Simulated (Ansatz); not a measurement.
**Is HfCuNi in the AlB2 type a stable metal?**

Question: is the lattice of HfCuNi in the AlB2 type stable, and if so, what are its coupling constant and resistivity?

Main program and level: Ansatz 0.2.0; DFT PBEsol, scalar-relativistic, plane waves, PAW; PAW set soft_1.

This is a report of a sequence of runs, with most program output left out.

The structure was built from a prototype and need not be the compound's stable phase.

## Step 1: The starting structure

It takes space group P-6m2 (No. 187, hexagonal). The conventional cell has a = 3.674 Å, b = 3.674 Å, c = 3.858 Å, α = 90.00°, β = 90.00°, γ = 120.00°. Nearest to Hf lie 6 Ni at 2.87 Å and 6 Cu at 2.87 Å. Nearest to Cu lie 3 Ni at 2.12 Å and 6 Hf at 2.87 Å. Nearest to Ni lie 3 Cu at 2.12 Å and 6 Hf at 2.87 Å. Farther neighbours are not listed.

## Step 2: Relaxing cell and atoms

The structure is brought to rest under this functional.

The input, input.yaml:

```yaml
crystal:
  lattice:
    - [3.67444, 0.0, 0.0]
    - [-1.83722, 3.18215, 0.0]
    - [0.0, 0.0, 3.85816]
  atoms:
    - { symbol: Hf, position: [0.0, 0.0, 0.0] }
    - { symbol: Cu, position: [0.33333333, 0.66666667, 0.5] }
    - { symbol: Ni, position: [0.66666667, 0.33333333, 0.5] }
kpoints:
  mp_grid: { grid: [9, 9, 8] }
hamiltonian:
  xc: pbesol
  pseudopotentials: { kind: paw, azcp: { folder: soft_1 }, xc_functional: pbe }
scf:
  occupations: { method: gaussian, width: 0.1 }
output:
  forces: true
  stress: true
  eigenvalues: true
relax:
  adjacent_minimum: "off"
  f_tol: 0.005
  max_steps: 80
  cell: { stress_tol: 0.05 }
```

On the command line:

```bash
> ansatz run input.yaml --threads 4 --pin off --max-ram 12288MiB --backend cpu --events-out ev --progress --plain --runs-dir out
```

The job ended after 46 s (4 threads of Arm Neoverse V2, shared host; peak memory 0.5 GiB; 2.9 min of CPU time).

This run has no spin polarisation, although Ni can carry a moment.

Relaxation path:

```csv
step,energy less that of the first step (eV),largest force component (eV/Å),pressure (GPa),volume (Å³)
1,0.0000,0.0000,5.14,45.11
2,-0.3595,0.0000,3.34,44.77
3,-0.6686,0.0000,0.92,44.59
4,-0.8655,0.0000,2.13,43.57
5,-0.9994,0.0000,-0.59,43.48
6,-1.0136,0.0000,-0.19,43.12
7,-1.0158,0.0000,0.02,42.35
8,-1.0261,0.0000,-0.12,42.78
9,-1.0267,0.0000,0.03,42.62
10,-1.0269,0.0000,0.01,42.67
11*,-1.0435,0.0000,0.76,42.67
12,-1.0448,0.0000,-0.03,42.80
13,-1.0448,0.0000,0.00,42.79
14*,-1.0448,0.0000,0.00,42.79
```

Relaxation steps marked * repeat the geometry before them on a plane-wave basis chosen anew for their cell, so energy and pressure can jump there.

Forces are held to the 12 operations that the run works with; a distortion that breaks them can't arise in this run.

```csv
cell as run,before,after,change
a (Å),3.674,4.105,+11.7 %
b (Å),3.674,4.105,+11.7 %
c (Å),3.858,2.933,-24.0 %
volume (Å³/atom),15.04,14.26,-5.1 %
```

Final coordinates:

```xyz
3
Lattice="4.1046 0.0000 0.0000 -2.0523 3.5547 0.0000 0.0000 0.0000 2.9329" Properties=species:S:1:pos:R:3 pbc="T T T"
Hf    0.0000    0.0000    0.0000
Cu    0.0000    2.3698    1.4664
Ni    2.0523    1.1849    1.4664
```

Numbers from this step:

```
pressure          : -0.004761 GPa
volume per atom   : 14.26 Å³/atom
metallic on mesh  : yes
gap on the k-mesh : 0 eV
```

The largest force is now zero by symmetry and the largest stress component 0.0099 GPa.

## Step 3: Tight relaxation

No force is left; the cell is relaxed once more with another smearing and tight thresholds.

input.yaml, the sections that differ from step 2:

```yaml
crystal:
  lattice:
    - [4.1045878575, 0.0, 0.0]
    - [-2.0522939288, 3.5546773567, 0.0]
    - [0.0, 0.0, 2.9328769812]
  atoms:
    - { symbol: Hf, position: [0.0, 0.0, 0.0] }
    - { symbol: Cu, position: [0.3333333333, 0.6666666667, 0.5] }
    - { symbol: Ni, position: [0.6666666667, 0.3333333333, 0.5] }
kpoints:
  mp_grid: { grid: [9, 9, 10] }
scf:
  occupations: { method: methfessel_paxton, width: 0.2 }
relax:
  adjacent_minimum: "off"
  f_tol: 0.001
  max_steps: 60
  cell: { stress_tol: 0.01 }
# hamiltonian, output: as in step 2
```

Elapsed: 13 s, on 4 threads; peak memory 0.51 GiB; 48 s of CPU time.

Little changed from the start: no atom moved by 0.005 Å and no cell edge by 0.1 %.

Numbers from this step:

```
pressure : 0.003750 GPa
```

The largest force is now zero by symmetry and the largest stress component 0.0057 GPa, small enough for phonons.

## Step 4: Phonons: q 2×2×2, k 4×4×6

Couplings are defined for a stable lattice alone, so phonons come first.

The input, input.yaml:

```yaml
crystal:
  lattice:
    - [4.1046111114, 0.0, 0.0]
    - [-2.0523055557, 3.5546974951, 0.0]
    - [0.0, 0.0, 2.9323879232]
  atoms:
    - { symbol: Hf, position: [0.0, 0.0, 0.0] }
    - { symbol: Cu, position: [0.3333333333, 0.6666666667, 0.5] }
    - { symbol: Ni, position: [0.6666666667, 0.3333333333, 0.5] }
kpoints:
  mp_grid: { grid: [4, 4, 6] }
hamiltonian:
  xc: pbesol
  pseudopotentials: { kind: paw, azcp: { folder: soft_1 }, xc_functional: pbe }
scf:
  occupations: { method: methfessel_paxton, width: 0.2 }
output:
  eigenvalues: true
phonons:
  method: dfpt
  qmesh: [2, 2, 2]
  temperatures: { t_max: 1000, t_step: 50 }
  qpath:
    path:
      - [[0.0, 0.0, 0.0], [0.5, 0.0, 0.0], [0.33333333, 0.33333333, 0.0], [0.0, 0.0, 0.0], [0.0, 0.0, 0.5], [0.5, 0.0, 0.5], [0.33333333, 0.33333333, 0.5], [0.0, 0.0, 0.5]]
      - [[0.5, 0.0, 0.5], [0.5, 0.0, 0.0]]
      - [[0.33333333, 0.33333333, 0.5], [0.33333333, 0.33333333, 0.0]]
    npoints: 10
```

Wall time 45 s (4 threads); peak memory 0.56 GiB.

Numbers from this step:

- share of imaginary modes in the plain interpolation between solved wavevectors: 0.0284
- highest frequency, solved or plainly interpolated: 283 cm⁻¹

Solved on the 2×2×2 mesh alone; all other wavevectors are interpolated. The phonon branches at the labelled points (cm⁻¹):

```csv
point,branch 1,branch 2,branch 3,branch 4,branch 5,branch 6,branch 7,branch 8,branch 9
Γ,0,0,0,124,133,133,146,266,266
halfway,37,48,85,120,122,142,147,258,269
M,55,80,102,109,110,136,180,244,271
halfway,68,88,100,104,110,132,188,235,275
K,83,96,97,101,105,126,201,222,278
halfway,46,55,88,119,119,140,154,254,271
Γ,0,0,0,124,133,133,146,266,266
halfway,49,49,103,122,129,129,165,257,257
A,68,68,117,125,125,132,193,249,249
halfway,-16,78,114,121,136,146,190,250,262
L,-65,86,107,119,140,168,187,248,273
halfway,-57,69,112,114,141,178,192,237,279
H,-46,50,110,114,142,181,208,220,283
halfway,-28,74,114,118,138,154,190,246,267
A,68,68,117,125,125,132,193,249,249
jump to L,-65,86,107,119,140,168,187,248,273
halfway,40,73,104,114,135,149,180,245,272
M,55,80,102,109,110,136,180,244,271
jump to H,-46,50,110,114,142,181,208,220,283
halfway,52,67,102,111,138,148,204,221,280
K,83,96,97,101,105,126,201,222,278
```

Lowest modes at the softest wavevector of the mesh. Modes at q = (0.000, 0.500, 0.500), with each element's share of the kinetic energy (negative means imaginary):

```csv
mode,frequency (cm⁻¹),Hf %,Cu %,Ni %
1,-64.7,71,23,6
2,85.8,100,0,0
3,107.2,1,11,88
4,119.0,0,45,55
5,140.4,28,66,6
6,168.5,47,35,18
```

Displacements in mode 1 (-64.7 cm⁻¹), the largest set to 1, in the home cell:
```
Hf1 0.00 1.00 0.00
Cu2 0.00 0.00 0.95
Ni3 0.00 0.00 0.51
```

Displacements in mode 6 (168.5 cm⁻¹), the largest set to 1, in the home cell:
```
Hf1  0.00  0.00  0.69
Cu2  0.00  1.00  0.00
Ni3  0.00 -0.75  0.00
```

Among the solved wavevectors the lowest mode, translations apart, is -64.7 cm⁻¹, imaginary.

## Step 5: Phonons: q 3×3×2, k 6×6×8

An imaginary mode on so few k-points may come from the sampling, so the phonons are repeated with another q and k mesh.

Edit input.yaml of step 4 so:

```diff
@@ -10,3 +10,3 @@
 kpoints:
-  mp_grid: { grid: [4, 4, 6] }
+  mp_grid: { grid: [6, 6, 8] }
 hamiltonian:
@@ -20,3 +20,3 @@
   method: dfpt
-  qmesh: [2, 2, 2]
+  qmesh: [3, 3, 2]
   temperatures: { t_max: 1000, t_step: 50 }
```

It took 2.9 min on 4 threads; peak memory 0.85 GiB; 11 min of CPU time.

Numbers from this step:

| Item | Value |
| --- | --- |
| share of imaginary modes in the plain interpolation between solved wavevectors | 0.0419 |
| highest frequency, solved or plainly interpolated | 287.6 cm⁻¹ |

Solved on the 3×3×2 mesh alone; all other wavevectors are interpolated. Phonon branches along the path, in cm⁻¹:

```csv
point,branch 1,branch 2,branch 3,branch 4,branch 5,branch 6,branch 7,branch 8,branch 9
Γ,0,0,0,112,144,144,146,262,262
halfway,32,41,85,112,134,140,149,257,269
M,66,82,88,105,115,130,178,248,275
halfway,70,82,89,105,113,128,187,236,283
K,74,75,102,103,112,123,202,221,288
halfway,41,50,88,112,130,138,155,252,274
Γ,0,0,0,112,144,144,146,262,262
halfway,54,54,94,109,138,138,155,260,260
A,79,79,103,126,129,129,169,257,257
halfway,-29,82,103,121,133,142,185,254,268
L,-77,78,103,117,142,164,180,251,276
halfway,-72,53,101,107,141,174,191,240,282
H,-62,-23,91,108,139,178,216,218,286
halfway,-41,74,105,113,142,143,189,251,272
A,79,79,103,126,129,129,169,257,257
jump to L,-77,78,103,117,142,164,180,251,276
halfway,-24,73,102,116,134,144,176,249,276
M,66,82,88,105,115,130,178,248,275
jump to H,-62,-23,91,108,139,178,216,218,286
halfway,18,47,101,106,134,147,209,219,286
K,74,75,102,103,112,123,202,221,288
```

Lowest modes at the softest wavevector of the mesh. Modes at q = (-0.333, -0.333, 0.500), with each element's share of the kinetic energy (negative means imaginary):

```csv
mode,frequency (cm⁻¹),Hf %,Cu %,Ni %
1,-61.8,67,33,0
2,-22.6,76,0,24
3,90.7,1,48,50
4,108.0,24,0,76
5,138.8,33,67,0
6,178.3,95,0,5
```

Displacements in mode 1 (-61.8 cm⁻¹), the largest set to 1, in the home cell (x, y, z of the real part, then of the imaginary part):
```
Hf1 0.00 0.60 0.00 0.60 0.00 0.00
Cu2 0.00 0.00 1.00 0.00 0.00 0.00
Ni3 0.00 0.00 0.00 0.00 0.00 0.00
```

Displacements in mode 2 (-22.6 cm⁻¹), the largest set to 1, in the home cell (x, y, z of the real part, then of the imaginary part):
```
Hf1  0.62  0.36  0.00 -0.36  0.62  0.00
Cu2  0.00  0.00  0.00  0.00  0.00  0.00
Ni3  0.00  0.00  1.00  0.00  0.00  0.00
```

The modes has structure finer than the step of the table below, so its rows give means over 20 cm⁻¹, whole bins alone (the curve runs from -86 to 306 cm⁻¹). Peaks (cm⁻¹: height): Cu 64.5: 0.00605, 111.4: 0.0237, 138.5: 0.0430, 252.0: 0.0266, 276.6: 0.0287; Hf -63.8: 0.00644, 67.0: 0.0379, 89.2: 0.0170, 138.5: 0.0303; Ni 104.0: 0.0645, 178.0: 0.0141, 252.0: 0.0207, 276.6: 0.0245.

Phonopy on the run's constants, 15x15x19 mesh, Gaussian sigma 2.8 cm⁻¹. Table of modes by wavenumber; means over each step; values in 1/cm⁻¹/cell:

```csv
wavenumber (cm⁻¹),Cu,Hf,Ni
-60,0.00200,0.00542,6.7e-4
-40,0.00123,0.00359,4.7e-4
-20,7.2e-4,0.00230,3.3e-4
0,2.4e-4,7.5e-4,1.2e-4
20,0.00114,0.00383,9.7e-4
40,0.00378,0.0135,0.00324
60,0.00525,0.0287,0.00475
80,0.00172,0.0198,0.00241
100,0.0122,0.0115,0.0337
120,0.0213,0.0145,0.0244
140,0.0292,0.0220,0.0130
160,0.00619,0.0106,0.00633
180,0.00698,0.00963,0.0113
200,0.00239,0.00132,0.00480
220,0.00229,1.2e-4,0.00105
240,0.0140,6.2e-4,0.0100
260,0.0197,3.8e-4,0.0157
280,0.0191,4.1e-4,0.0165
```

No LO-TO term; unit eigenvectors of the mass-weighted matrix. Modes at Γ, with each element's share of the kinetic energy:

```csv
mode,frequency (cm⁻¹),symmetry,Hf %,Cu %,Ni %
1,0.0,unnamed,59,21,20
2,0.0,unnamed,59,21,20
3,0.0,unnamed,59,21,20
4,112.5,A2'',3,28,69
5,144.5,E',40,24,36
6,144.5,E',40,24,36
7,146.4,A2'',38,50,11
8,262.1,E',0,55,44
9,262.1,E',0,55,44
```

Displacements in mode 4 (112.5 cm⁻¹), the largest set to 1:
```
Hf1  0.00  0.00 -0.11
Cu2  0.00  0.00 -0.62
Ni3  0.00  0.00  1.00
```

Displacements in mode 7 (146.4 cm⁻¹), the largest set to 1:
```
Hf1  0.00  0.00 -0.52
Cu2  0.00  0.00  1.00
Ni3  0.00  0.00  0.50
```

Among the solved wavevectors the lowest mode, translations apart, is -61.8 cm⁻¹, imaginary.

## Step 6: Electron–phonon run: q 3×3×2, k 6×6×8, scattering 12×12×12

Phonons, couplings and the Boltzmann equation in one run.

Edit input.yaml of step 5 so:

```diff
@@ -28 +28,4 @@
     npoints: 10
+  electrical_resistivity:
+    mesh: [12, 12, 12]
+    temperatures: [20.0, 50.0, 77.0, 100.0, 150.0, 200.0, 300.0, 400.0, 600.0, 800.0]
```

Elapsed: 3.7 min, on 4 threads; peak memory 0.87 GiB.

The run ended with an error.

The program's message: “electrical resistivity: the mode of lowest frequency at the wavevector [0.0000, -0.5000, -0.5000] is imaginary, -77.10 cm⁻¹ (written negative): the force constants describe an unstable lattice; relax …”

The run stops because a mode is imaginary on the scattering mesh, where no scattering rate is defined; denser k meshes, other smearings and, between solved wavevectors, finer q meshes show whether the instability is real.

## Step 7: Results

```
phonon run of the rows without a label of their own : PBEsol, q 3×3×2, k 6×6×8
softest mode on the q mesh                          : -61.8 cm⁻¹ at q = (-0.333, -0.333, 0.5)
highest frequency, solved or plainly interpolated   : 288 cm⁻¹
```

**Reading.** The lattice is dynamically unstable at this level: a mode at q = (-0.333, -0.333, 0.5) is imaginary, 61.8i cm⁻¹, so no harmonic coupling constant or resistivity is defined for this structure. These meshes are coarse, and single modes of a metal can move by tens of cm⁻¹ with the k mesh. The coarser mesh found an imaginary mode at another wavevector, which this mesh lacks. Spin–orbit coupling, left out here, matters for Hf. The phonon runs are not spin-polarised. The PAW files were made for PBE; under other functionals the run regenerates their frozen core. The structure was built by hand as an ordered model, and its stability against other phases was not tested.

[Logs are printed without paths, hosts, clocks, repeated set-up lines and the standing remarks that a program may print on its own settings, such as how far it seeks lower states.]

[Hosts, paths, dates, database ids (printed as entryN), source tags and the programs' standing remarks are cut or masked in the printed files.]
